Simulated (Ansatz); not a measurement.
# Sr on Fe(110): change of the work function, part 2 of 4

How does one ordered layer of Sr (top site) change the work function of Fe(110), and what dipole does each adsorbate carry?

Ansatz 0.2.0; plane-wave DFT, RPBE, Ansatz PAW.

So far, work function, upper face (eV): step 2 (the clean slab) 4.58.

## 3. The covered slab

System of this step: Sr/Fe(110). The cell holds 17 atoms: 16 Fe and 1 Sr. Cell: a = 4.971 Å, b = 4.971 Å, c = 27.534 Å, α = 90.0°, β = 90.0°, γ = 70.5°. Vacuum lies along c.

The clean slab as it ended is repeated in the plane and the adsorbate is set on one face; the cell's size fixes the coverage, and the k-mesh shrinks with it to keep the sampling density about even. Adsorbate and upper layers relax, since the dipole depends on the height.

Input file input.yaml:

```yaml
crystal:
  lattice:
    - [4.058792924, -2.87, 0.0]
    - [4.058792924, 2.87, 0.0]
    - [0.0, 0.0, 27.5340446927]
  atoms:
    - { symbol: Fe, position: [0.0, 0.0, 0.3268680683], spin: 2.7 }
    - { symbol: Fe, position: [0.25, 0.25, 0.4005730573], spin: 2.49 }
    - { symbol: Fe, position: [0.0, 0.0, 0.475130557], spin: 2.48 }
    - { symbol: Fe, position: [0.25, 0.25, 0.5484317637], spin: 2.69 }
    - { symbol: Fe, position: [0.0, 0.5, 0.3268680683], spin: 2.7 }
    - { symbol: Fe, position: [0.25, 0.75, 0.4005730573], spin: 2.49 }
    - { symbol: Fe, position: [0.0, 0.5, 0.475130557], spin: 2.48 }
    - { symbol: Fe, position: [0.25, 0.75, 0.5484317637], spin: 2.69 }
    - { symbol: Fe, position: [0.5, 0.0, 0.3268680683], spin: 2.7 }
    - { symbol: Fe, position: [0.75, 0.25, 0.4005730573], spin: 2.49 }
    - { symbol: Fe, position: [0.5, 0.0, 0.475130557], spin: 2.48 }
    - { symbol: Fe, position: [0.75, 0.25, 0.5484317637], spin: 2.69 }
    - { symbol: Fe, position: [0.5, 0.5, 0.3268680683], spin: 2.7 }
    - { symbol: Fe, position: [0.75, 0.75, 0.4005730573], spin: 2.49 }
    - { symbol: Fe, position: [0.5, 0.5, 0.475130557], spin: 2.48 }
    - { symbol: Fe, position: [0.75, 0.75, 0.5484317637], spin: 2.69 }
    - { symbol: Sr, position: [0.25, 0.25, 0.6731319317] }
magnetization:
  spin_polarized: true
kpoints:
  mp_grid: { grid: [7, 7, 1] }
hamiltonian:
  xc: rpbe
scf:
  occupations: { method: fermi_dirac, width: 0.1 }
  convergence: { dr2_threshold: 1.0e-08 }
efield:
  axis: 3
  dipole_correction: true
  ramp_position: 0.97
  ramp_width: 0.06
relax:
  f_tol: 0.02
  max_steps: 60
  constraints: [{ sites: [0, 1, 4, 5, 8, 9, 12, 13] }]
output:
  bader: true
  dos: { projected: true, e_range: [-8, 4] }
  write_potential: true
  write_density: true
  volumetric_format: npy
  elf: true
```

On the command line:

```bash
$ ansatz run input.yaml --threads 4 --pin off --max-ram 12288MiB --backend cpu --events-out ev --progress --plain --runs-dir out
```

Numbers of over 12 decimals in the logs are rounded to 6 here.

Output:

```text
[...]
Crystal: 17 atoms, lattice volume = 641.474 Å³
Basis set: ecut = 420 eV, 12581 PW (Γ), exchange–correlation on 72×72×384 points (8 copies of the dense FFT grid, shifted against one another)
Bands: 185, of which v1, the nominal top of the filled ones, is band 133 counted from 1 (132 counted from 0)
Symmetry: 4 space group operations
k-points: 16 of 49
[...]
Starting moments: Σ|m| = 41.44 μB on 16 of 17 sites
[...]
SCF iter   1: F=—  HF=-75309.168346 eV  |F-HF|=—  |Δ(HF+E_count)|=         —  Δρ=3.51e-2 (↑1.09e-2 ↓3.51e-2)  dr2=7.62e1  dr2_m=1.86e0  M=39.905 μB ∫|m|=40.486 μB  β_m=1.00  ethr=3.10e-3  p=0.000 e·Å  D=1.01e-5 V/Å  ΔV_dip=-0.00 eV  dr2_dipole=1.26e1  V_vac-E_F(+/−)=7.23/7.23 eV  ⟨swp⟩=9.8  Hψ=30600  notcnv=0  defer=363
[...]
SCF iter  23: F=-75309.858654 eV  HF=-75309.858654 eV  |F-HF|=4.54e-9  |Δ(HF+E_count)|=   2.24e-9  Δρ=3.76e-7 (↑2.82e-7 ↓3.76e-7)  dr2=4.34e-9  dr2_m=6.78e-11  M=41.106 μB ∫|m|=43.371 μB  ethr=1.00e-12  p=0.218 e·Å  D=6.16e-2 V/Å  ΔV_dip=-1.70 eV  dr2_dipole=3.23e-10  V_vac-E_F(+/−)=2.88/4.58 eV  ⟨swp⟩=16.4  Hψ=43915  notcnv=0
SCF 1 converged in 23 iterations: F = -75309.858654 eV  dr2 = 4.34e-9
[...]
relax step   1: F+E_penalty+E_count = -75309.85865400 eV  Δ(F+E_penalty+E_count) = +0.000e0 eV  max|allowed force component| = 9.451e-1 eV/Å  Δτ_max = 0.0000 Å  (23 SCF iters, accepted)
[...]
SCF iter  17: F=-75310.035245 eV  HF=-75310.035245 eV  |F-HF|=2.46e-9  |Δ(HF+E_count)|=  1.46e-11  Δρ=5.93e-7 (↑2.98e-7 ↓5.93e-7)  dr2=4.34e-9  dr2_m=7.74e-10  M=41.200 μB ∫|m|=43.468 μB  ethr=3.09e-12  p=0.229 e·Å  D=6.47e-2 V/Å  ΔV_dip=-1.78 eV  dr2_dipole=3.32e-11  V_vac-E_F(+/−)=2.80/4.58 eV  ⟨swp⟩=12.7  Hψ=40144  notcnv=0
SCF 2 converged in 17 iterations: F = -75310.035245 eV  dr2 = 4.34e-9
[...]
relax step   2: F+E_penalty+E_count = -75310.03524463 eV  Δ(F+E_penalty+E_count) = -1.766e-1 eV  max|allowed force component| = 9.675e-1 eV/Å  Δτ_max = 0.1641 Å  (17 SCF iters, accepted)
SCF iter   1: F=—  HF=-75310.258220 eV  |F-HF|=—  |Δ(HF+E_count)|=         —  Δρ=2.65e-3 (↑1.70e-3 ↓2.65e-3)  dr2=2.34e-1  dr2_m=1.96e-2  M=41.174 μB ∫|m|=43.497 μB  β_m=1.00  ethr=2.96e-4  p=0.229 e·Å  D=6.47e-2 V/Å  ΔV_dip=-1.78 eV  dr2_dipole=5.84e-3  V_vac-E_F(+/−)=2.81/4.59 eV  ⟨swp⟩=9.2  Hψ=20414  notcnv=0  defer=492
[...]
SCF iter  17: F=-75310.249975 eV  HF=-75310.249975 eV  |F-HF|=1.78e-9  |Δ(HF+E_count)|=   3.97e-9  Δρ=2.38e-7 (↑2.07e-7 ↓2.38e-7)  dr2=2.06e-9  dr2_m=5.66e-11  M=41.318 μB ∫|m|=43.635 μB  ethr=3.49e-12  p=0.244 e·Å  D=6.88e-2 V/Å  ΔV_dip=-1.90 eV  dr2_dipole=6.44e-10  V_vac-E_F(+/−)=2.69/4.58 eV  ⟨swp⟩=13.5  Hψ=37782  notcnv=0
SCF 3 converged in 17 iterations: F = -75310.249975 eV  dr2 = 2.06e-9
relax step   3: F+E_penalty+E_count = -75310.24997527 eV  Δ(F+E_penalty+E_count) = -2.147e-1 eV  max|allowed force component| = 8.555e-1 eV/Å  Δτ_max = 0.1950 Å  (17 SCF iters, accepted)
[...]
relax step   4: F+E_penalty+E_count = -75310.40812583 eV  Δ(F+E_penalty+E_count) = -1.582e-1 eV  max|allowed force component| = 5.548e-1 eV/Å  Δτ_max = 0.1950 Å  (14 SCF iters, accepted)
[...]
relax step   5: F+E_penalty+E_count = -75310.49165169 eV  Δ(F+E_penalty+E_count) = -8.353e-2 eV  max|allowed force component| = 2.395e-1 eV/Å  Δτ_max = 0.2000 Å  (16 SCF iters, accepted)
[...]
relax step   6: F+E_penalty+E_count = -75310.50117887 eV  Δ(F+E_penalty+E_count) = -9.527e-3 eV  max|allowed force component| = 3.470e-2 eV/Å  Δτ_max = 0.0968 Å  (14 SCF iters, accepted)
SCF iter   1: F=—  HF=-75310.500595 eV  |F-HF|=—  |Δ(HF+E_count)|=         —  Δρ=2.38e-4 (↑1.75e-4 ↓2.38e-4)  dr2=4.93e-4  dr2_m=1.86e-4  M=40.750 μB ∫|m|=43.134 μB  β_m=1.00  ethr=1.83e-6  p=0.281 e·Å  D=7.92e-2 V/Å  ΔV_dip=-2.18 eV  dr2_dipole=1.82e-6  V_vac-E_F(+/−)=2.40/4.58 eV  ⟨swp⟩=3.7  Hψ=13168  notcnv=0  defer=489
[...]
SCF iter  11: F=-75310.501446 eV  HF=-75310.501446 eV  |F-HF|=2.33e-9  |Δ(HF+E_count)|=   2.40e-9  Δρ=3.79e-7 (↑3.23e-7 ↓3.79e-7)  dr2=3.47e-9  dr2_m=6.69e-11  M=40.750 μB ∫|m|=43.136 μB  ethr=1.00e-12  p=0.279 e·Å  D=7.87e-2 V/Å  ΔV_dip=-2.17 eV  dr2_dipole=1.57e-10  V_vac-E_F(+/−)=2.41/4.58 eV  ⟨swp⟩=12.1  Hψ=38249  notcnv=0
SCF 7 converged in 11 iterations: F = -75310.501446 eV  dr2 = 3.47e-9
relax step   7: F+E_penalty+E_count = -75310.50144578 eV  Δ(F+E_penalty+E_count) = -2.669e-4 eV  max|allowed force component| = 5.564e-3 eV/Å  Δτ_max = 0.0135 Å  (11 SCF iters, accepted)
NSCF: frozen V_eff on 16 k-points
[...]
SCF converged after 11 iterations
Magnetization: 40.7501 μB (153.3750 up, 112.6250 down)
Absolute magnetization: 43.1368 μB (∫|ρ↑−ρ↓|, with the PAW one-centre terms)
[...]
Per-site moments (μB) at R_I (Å): [(2.700988, 1.025266), (2.497337, 1.025266), (2.528522, 1.019410), (2.288027, 0.981221), (2.702121, 1.025266), (2.497836, 1.025266), (2.440421, 0.981221), (2.688621, 1.025306), (2.702121, 1.025266), (2.497836, 1.025266), (2.440421, 0.981221), (2.688621, 1.025306), (2.700988, 1.025266), (2.482527, 1.025128), (2.528522, 1.019410), (2.751210, 1.025306), (-0.018548, 1.131496)]
Free energy (F): -75310.501446 eV
[...]
Internal energy: -75309.942576 eV  (E = F + TS)
E sigma→0 (E₀):  -75310.222011 eV
Entropy (-TS):   -0.558870 eV (-32.875 meV/atom)
Fermi energy:    3.656407 eV
Dipole field:    D = 0.078732 V/Å  (p = 0.279106 e·Å, saw-weighted, corrected)
Work function:   Φ+ = 2.4112 eV   Φ− = 4.5790 eV
[...]
--- Forces (eV/Å), atoms counted from 1 ---
  atom   1  Fe    -0.01133025     0.00000000     0.03751633
  atom   2  Fe     0.00000000     0.00000000    -0.04330380
  atom   3  Fe     0.00175929     0.00000000    -0.00158633
  atom   4  Fe     0.00000000     0.00000000     0.00358182
  atom   5  Fe     0.00000000     0.00463313     0.03314649
  atom   6  Fe     0.00000000    -0.00000000     0.00464748
  atom   7  Fe     0.00000000    -0.00117373     0.00063094
  atom   8  Fe     0.00000000     0.00000000    -0.00192301
  atom   9  Fe     0.00000000    -0.00463313     0.03314649
  atom  10  Fe     0.00000000     0.00000000     0.00464748
  atom  11  Fe     0.00000000     0.00117373     0.00063094
  atom  12  Fe     0.00000000     0.00000000    -0.00192301
  atom  13  Fe     0.01133025     0.00000000     0.03751633
  atom  14  Fe     0.00000000     0.00000000    -0.10221934
  atom  15  Fe    -0.00175929     0.00000000    -0.00158633
  atom  16  Fe     0.00000000     0.00000000     0.00266671
  atom  17  Sr     0.00000000     0.00000000    -0.00556429
  max |Σ_I F_I| component: 2.49e-5 eV/Å
--- Band table (eV; the first three rows and the last of 32) ---
  k-point 0 ↑: bands = [... 129 lower, 2.4818, 2.5190, 2.5235, 2.5289, 2.5417, 2.5546, 2.6281, 2.7518, ... 48 higher]
  k-point 1 ↑: bands = [... 129 lower, 2.4727, 2.4838, 2.5045, 2.5243, 2.5377, 2.5538, 2.5989, 2.6290, ... 48 higher]
  k-point 2 ↑: bands = [... 129 lower, 2.4234, 2.4529, 2.4712, 2.4804, 2.5170, 2.5364, 2.5538, 2.5773, ... 48 higher]
  k-point 15 ↓: bands = [... 129 lower, 4.7633, 4.8250, 4.8391, 4.8971, 4.9145, 4.9335, 4.9642, 5.0022, ... 48 higher]
--- Relaxed structure (7 steps of the walk, 7 accepted, 0 SCFs on fresh bases) ---
  F+E_penalty+E_count = -75310.50144578 eV   max|allowed force component| = 5.564e-3 eV/Å
  atoms:
    - { symbol: Fe, position: [0.0, 0.0, 0.326868] }
    - { symbol: Fe, position: [0.25, 0.25, 0.400573] }
    - { symbol: Fe, position: [0.000118133, 0.000118133, 0.475829] }
    - { symbol: Fe, position: [0.25, 0.25, 0.543097] }
    - { symbol: Fe, position: [0.0, 0.5, 0.326868] }
    - { symbol: Fe, position: [0.250000, 0.75, 0.400573] }
    - { symbol: Fe, position: [-0.00458704, 0.504587, 0.474930] }
    - { symbol: Fe, position: [0.250000, 0.75, 0.551479] }
    - { symbol: Fe, position: [0.5, 0.0, 0.326868] }
    - { symbol: Fe, position: [0.75, 0.250000, 0.400573] }
    - { symbol: Fe, position: [0.504587, -0.00458704, 0.474930] }
    - { symbol: Fe, position: [0.75, 0.250000, 0.551479] }
    - { symbol: Fe, position: [0.5, 0.5, 0.326868] }
    - { symbol: Fe, position: [0.75, 0.75, 0.400573] }
    - { symbol: Fe, position: [0.499882, 0.499882, 0.475829] }
    - { symbol: Fe, position: [0.75, 0.75, 0.552283] }
    - { symbol: Sr, position: [0.25, 0.25, 0.642720] }
--- Bader charges: 17 sites ---
  site symbol  charge [e]  shift [e]    m [muB]
     0     Fe     -0.0192     0.0001     2.7354
     1     Fe      0.0210     0.0001     2.4336
     2     Fe      0.0299     0.0001     2.4700
     3     Fe     -0.3788     0.0001     2.2271
     4     Fe     -0.0200     0.0001     2.7362
     5     Fe      0.0207     0.0001     2.4332
     6     Fe      0.0003     0.0000     2.3911
     7     Fe     -0.2493     0.0001     2.6719
     8     Fe     -0.0200     0.0001     2.7362
     9     Fe      0.0207     0.0001     2.4332
    10     Fe      0.0003     0.0000     2.3911
    11     Fe     -0.2493     0.0001     2.6719
    12     Fe     -0.0192     0.0001     2.7354
    13     Fe      0.0135     0.0001     2.4188
    14     Fe      0.0299     0.0001     2.4700
    15     Fe     -0.1539     0.0001     2.7457
    16     Sr      0.9733     0.0000     0.0492
  estimated error of the sums over rays = 5.7e-4 e
```

It took 31 min on 4 threads of Arm Neoverse V1, shared host; peak memory 4.8 GiB.

The steps of the relaxation:

```tsv
step	energy less that of the first step (eV)	largest force component (eV/Å)
1	0.0000	0.9451
2	-0.1766	0.9675
3	-0.3913	0.8555
4	-0.5495	0.5548
5	-0.6330	0.2395
6	-0.6425	0.0347
7	-0.6428	0.0056
```

The run keeps the 4 symmetry operations that it works with, so distortions that break them were not tested.

The atoms that moved most (Å):

```tsv
atom	dx	dy	dz	length
Sr17	0.000	0.000	-0.837	0.837
Fe4	0.000	0.000	-0.147	0.147
Fe16	0.000	0.000	0.106	0.106
Fe12	0.000	0.000	0.084	0.084
Fe8	0.000	0.000	0.084	0.084
Fe11	0.000	-0.026	-0.006	0.027
Fe7	0.000	0.026	-0.006	0.027
Fe15	-0.001	0.000	0.019	0.019
```

Final coordinates:

```cif
data_structure
_symmetry_space_group_name_H-M 'P 1'
_symmetry_Int_Tables_number 1
_cell_length_a 4.9710
_cell_length_b 4.9710
_cell_length_c 27.5340
_cell_angle_alpha 90.000
_cell_angle_beta 90.000
_cell_angle_gamma 70.529
_cell_volume 641.47
loop_
_atom_site_label
_atom_site_type_symbol
_atom_site_fract_x
_atom_site_fract_y
_atom_site_fract_z
_atom_site_occupancy
Fe1 Fe 0.00000 0.00000 0.32687 1
Fe2 Fe 0.25000 0.25000 0.40057 1
Fe3 Fe 0.00012 0.00012 0.47583 1
Fe4 Fe 0.25000 0.25000 0.54310 1
Fe5 Fe 0.00000 0.50000 0.32687 1
Fe6 Fe 0.25000 0.75000 0.40057 1
Fe7 Fe 0.99541 0.50459 0.47493 1
Fe8 Fe 0.25000 0.75000 0.55148 1
Fe9 Fe 0.50000 0.00000 0.32687 1
Fe10 Fe 0.75000 0.25000 0.40057 1
Fe11 Fe 0.50459 0.99541 0.47493 1
Fe12 Fe 0.75000 0.25000 0.55148 1
Fe13 Fe 0.50000 0.50000 0.32687 1
Fe14 Fe 0.75000 0.75000 0.40057 1
Fe15 Fe 0.49988 0.49988 0.47583 1
Fe16 Fe 0.75000 0.75000 0.55228 1
Sr17 Sr 0.25000 0.25000 0.64272 1
```

Numbers from this step:

```yaml
energy_at_zero_smearing: -75310.2220 eV
total_moment: 40.75 μB
work_function_upper_face: 2.411 eV
work_function_lower_face: 4.579 eV
dipole_along_the_normal: 0.2791 e·Å
step_between_the_vacuum_levels: -2.168 eV
```

Running mean over 2.029 Å of the planar mean; the ramp of the sawtooth is left out. Table of electron's electrostatic potential energy less the Fermi level by z:

```tsv
z (Å)	electron's electrostatic potential energy less the Fermi level (eV)
3.5	4.58
4.0	4.58
4.5	4.58
5.0	4.57
5.5	4.56
6.0	4.50
6.5	4.32
7.0	3.73
7.5	1.52
8.0	-3.32
8.5	-7.90
9.0	-9.50
9.5	-9.60
10.0	-9.56
10.5	-9.55
11.0	-9.51
11.5	-9.36
12.0	-9.22
12.5	-9.32
13.0	-9.52
13.5	-9.57
14.0	-9.45
14.5	-9.40
15.0	-9.47
15.5	-8.69
16.0	-5.61
16.5	-2.76
17.0	-3.03
17.5	-4.12
18.0	-4.33
18.5	-3.01
19.0	-0.460
19.5	1.14
20.0	1.78
20.5	2.10
21.0	2.27
21.5	2.34
22.0	2.38
22.5	2.40
23.0	2.41
23.5	2.41
24.0	2.41
```

The density of states has structure finer than the step of the table below, so its rows give means over 0.25 eV, whole bins alone (the curve runs from -8 to 1.98 eV). Peaks (eV: height): total -4.060: 25.2, -3.220: 35.6, -2.470: 34.1, -1.470: 49.5, -1.200: 71.0, -0.300: 37.5, 0.870: 22.6; up -4.060: 23.9, -3.220: 30.5, -3.070: 30.3, -2.680: 29.0, -2.470: 24.3, -1.080: 39.9, -0.330: 21.0; down -1.470: 22.0, -1.350: 24.2, -1.290: 23.1, -1.200: 36.9, -0.750: 21.5, -0.540: 21.7, 1.830: 30.5.

Table of density of states by energy, zero at the Fermi level; means over each step; values in states/eV a cell:

```tsv
energy (eV)	total	up	down
-7.75	0.486	0.367	0.119
-7.50	0.910	0.457	0.453
-7.25	0.954	0.479	0.476
-7.00	0.948	0.488	0.460
-6.75	1.09	0.609	0.483
-6.50	1.89	1.17	0.725
-6.25	2.09	1.04	1.06
-6.00	2.03	1.07	0.958
-5.75	2.49	1.43	1.06
-5.50	2.59	1.16	1.43
-5.25	2.53	1.49	1.04
-5.00	3.94	3.22	0.720
-4.75	5.59	3.71	1.88
-4.50	11.8	9.47	2.30
-4.25	11.4	9.60	1.77
-4.00	17.7	16.2	1.52
-3.75	16.0	12.3	3.79
-3.50	10.2	7.60	2.62
-3.25	28.9	24.3	4.61
-3.00	28.9	23.5	5.47
-2.75	25.4	20.4	5.02
-2.50	29.9	22.2	7.68
-2.25	23.7	14.7	9.03
-2.00	20.8	13.2	7.55
-1.75	25.2	18.3	6.88
-1.50	38.0	25.6	12.4
-1.25	57.6	33.9	23.6
-1.00	50.1	30.4	19.7
-0.75	33.5	15.0	18.5
-0.50	31.5	14.0	17.4
-0.25	27.8	13.3	14.4
0.00	15.1	4.68	10.4
0.25	11.4	3.32	8.06
0.50	12.7	3.68	8.99
0.75	15.2	4.01	11.2
1.00	17.0	3.83	13.2
1.25	21.6	3.44	18.1
1.50	27.5	4.19	23.3
1.75	29.4	4.05	25.3
```

Projected DOS per atom over height of the atomic layer and energy from the Fermi level. Layers: Fe4 Fe4 Fe4 Fe4 Sr from below.

Ten even steps from '0' (0.00 states/eV) to '9' (3.23 states/eV), each cell a mean:
```
55440
33340
21231
21121
32221
56551
79971
87881
43351
54450
54450
45540
22220
23320
12210
00000
00000
00000
00000
00000
00000
00000
```
Columns: height of the atomic layer (Å) from 9 to 17.7 (not evenly spaced); rows upwards: energy from the Fermi level (eV) from -7.96 to 1.95.

Projected DOS per atom, spin up over height of the atomic layer and energy from the Fermi level. Layers: Fe4 Fe4 Fe4 Fe4 Sr from below.

Ten even steps from '_' (0.00 states/eV) to '@' (2.08 states/eV), each cell a mean:
```
__________
__________
__________
________..
..::::....
--++==--..
**@@@@**__
@@####%%__
++::--**__
**----**__
**++++##__
********__
--::::--__
--====--__
..::::..__
__________
__________
__________
__________
__________
__________
__________
```
Columns: height of the atomic layer (Å) from 9 to 17.7 (not evenly spaced); rows upwards: energy from the Fermi level (eV) from -7.96 to 1.95.

Projected DOS per atom, spin down over height of the atomic layer and energy from the Fermi level. Layers: Fe4 Fe4 Fe4 Fe4 Sr from below.

Values in states/eV, 22 rows by 5 columns, each cell a mean:
```
1.65 1.54 1.40 1.46 0.09
1.15 1.00 1.13 1.22 0.11
0.82 0.47 0.52 0.87 0.23
0.54 0.27 0.31 0.71 0.19
0.97 0.45 0.45 0.60 0.08
1.26 0.87 0.85 1.10 0.07
1.20 1.15 1.07 1.22 0.21
0.58 0.90 1.02 0.98 0.51
0.37 0.41 0.40 0.45 0.18
0.41 0.61 0.61 0.43 0.02
0.28 0.40 0.40 0.31 0.03
0.19 0.30 0.31 0.20 0.03
0.16 0.22 0.22 0.17 0.03
0.09 0.09 0.10 0.10 0.02
0.12 0.13 0.14 0.13 0.03
0.04 0.05 0.05 0.05 0.00
0.06 0.10 0.09 0.07 0.01
0.05 0.07 0.06 0.05 0.01
0.04 0.07 0.07 0.04 0.01
0.01 0.04 0.05 0.01 0.00
0.01 0.04 0.04 0.01 0.00
0.00 0.01 0.01 0.00 0.00
```
Columns: height of the atomic layer (Å) from 9 to 17.7 (not evenly spaced); rows upwards: energy from the Fermi level (eV) from -7.96 to 1.95.

Site moment by atom:

```tsv
atom	site moment (μB)
Fe1	2.70
Fe2	2.50
Fe3	2.53
Fe4	2.29
Fe5	2.70
Fe6	2.50
Fe7	2.44
Fe8	2.69
Fe9	2.70
Fe10	2.50
Fe11	2.44
Fe12	2.69
Fe13	2.70
Fe14	2.48
Fe15	2.53
Fe16	2.75
Sr17	-0.02
```

Spin density in the ca plane at fractional y = 0.250, with atoms of Fe and Sr within 0.2 Å of it.

Ten even steps from '0' (0.0 e/Å³) to '9' (5.0 e/Å³), each cell a mean:
```
00000000000000000000000000000000000000000000
00000011100000000011000000000000000000000000
00000038400000000277200000000000000000000000
00000037400000000177200000000000000000000000
00000011100000000011000000000000000000000000
00000000000000000000000000000000000000000000
00000000000000000000000000000000000000000000
00000000000000000000000000000000000000000000
00000024200000000241000000000000000000000000
00000049500000000593000000000000000000000000
00000024200000000241000000000000000000000000
00000000000000000000000000000000000000000000
00000000000000000000000000000000000000000000
```
Columns run along c (16.0 Å, from fractional 0.31 to 0.89 of the cell), rows up along a (5.0 Å). Atoms in or near the plane, at fractional coordinates: Fe at (0.40, 0.25), Fe at (0.54, 0.25), Fe at (0.40, 0.75), Fe at (0.55, 0.75), Sr at (0.64, 0.25).

Valence density in the ca plane at fractional y = 0.250, with atoms of Fe and Sr within 0.2 Å of it. It is the smooth field of the valence electrons, not physical close to the nuclei.

Ten steps, logarithmic in the rise over the least value, from '0' (0 e/Å³) to '9' (27 e/Å³), each cell a mean:
```
11111122211111111122110000000000000000000000
11111256521111111366410000000000000000000000
11111389841111112699620000000000000000000000
11111379841111112699620000000000000000000000
11111256521111111366410000000000000000000000
11111122211111111122110000000000000000000000
11111111111111111111100011110000000000000000
11111134321111112343110133321000000000000000
11111368731111113786311244442000000000000000
11111489851111124898411344443100000000000000
11111368731111113786311245542000000000000000
11111134311111112343110123321000000000000000
11111111111111111111100011100000000000000000
```
Columns run along c (16.0 Å, from fractional 0.31 to 0.89 of the cell), rows up along a (5.0 Å). Atoms in or near the plane, at fractional coordinates: Fe at (0.40, 0.25), Fe at (0.54, 0.25), Fe at (0.40, 0.75), Fe at (0.55, 0.75), Sr at (0.64, 0.25).

ELF in the ca plane at fractional y = 0.250, with atoms of Fe and Sr within 0.2 Å of it. It is the smooth field of the valence electrons, not physical close to the nuclei.

Ten even steps from '0' (0.00) to '9' (0.85), each cell a mean:
```
32234322224332343222233200000123432100000000
33333235422332332255312321111244432100000000
43342379732433432588522333334455432100000000
43342279732433332588522333233455432100000000
33333235422332332245312221111234432100000000
33334322224332343222233200000123432100000000
33234322234332343223443124541012332110000000
33333223223332332232231389995101333210000000
43342257622333422675221697798311233210000000
44442379832433423897311782299411233210000000
43342257622333422675221697798311233210000000
33333223223333332232231389995101333210000000
33334322234332343323443124531012332110000000
```
Columns run along c (16.0 Å, from fractional 0.31 to 0.89 of the cell), rows up along a (5.0 Å). Atoms in or near the plane, at fractional coordinates: Fe at (0.40, 0.25), Fe at (0.54, 0.25), Fe at (0.40, 0.75), Fe at (0.55, 0.75), Sr at (0.64, 0.25).

The relaxation took 7 steps and lowered the energy by 0.64 eV; the largest force on the free atoms ends at 0.0056 eV/Å.

By hand: a sheet of dipoles makes a step −p/(ε₀A) in the electron's potential. With e/ε₀ = 180.95 V·Å, p = 0.2791 e·Å and A = 23.30 Å², that is −180.95 × (0.2791) / 23.30 = -2.168 eV, and the two vacuum levels of the run differ by -2.168 eV.

The covered face has 2.41 eV, -2.17 eV against the clean one; the bare back face has moved by -0.01 eV, a measure of how thin the slab is.

## 4. Work function against coverage

This step: plane-wave DFT, RPBE, Ansatz PAW; work function against coverage (Ansatz 0.2.0).

The runs are now put side by side.

This step gave:

| Quantity | Value |
| --- | --- |
| work function of the clean face | 4.582 eV |
| largest change of the work function | -2.170 eV |

Table of work function of the covered face by coverage:

```tsv
coverage (adsorbates/nm²)	work function of the covered face (eV)
0.00	4.58
4.29	2.41
```

The dipole per adsorbate comes from the change of the cell's dipole. Coverage, by row:

```tsv
coverage (1/nm²)	coverage (ML)	work function (eV)	change (eV)	dipole per adsorbate, positive end outwards (debye)	mean height of the added atoms over the highest substrate atom (Å)
4.292	0.25	2.411	-2.17	1.338	2.49
```

[end of part 2 of 4]

[Logs are printed without paths, hosts, clocks, repeated set-up lines and the standing remarks that a program may print on its own settings, such as how far it seeks lower states.]

[Hosts, paths, dates, database ids (printed as entryN), source tags and the programs' standing remarks are cut or masked in the printed files.]

[Maps of the electrostatic potential energy from Ansatz leave out the sawtooth potential of an applied field or a dipole correction, so their vacuum need not be flat; planar profiles and work functions include it.]

[The density of states shown here was stored with 400 of the rows of the run's finer table, so its peaks can read low, often by over a quarter, or be missed, and its means over a window can be off by a tenth or more.]
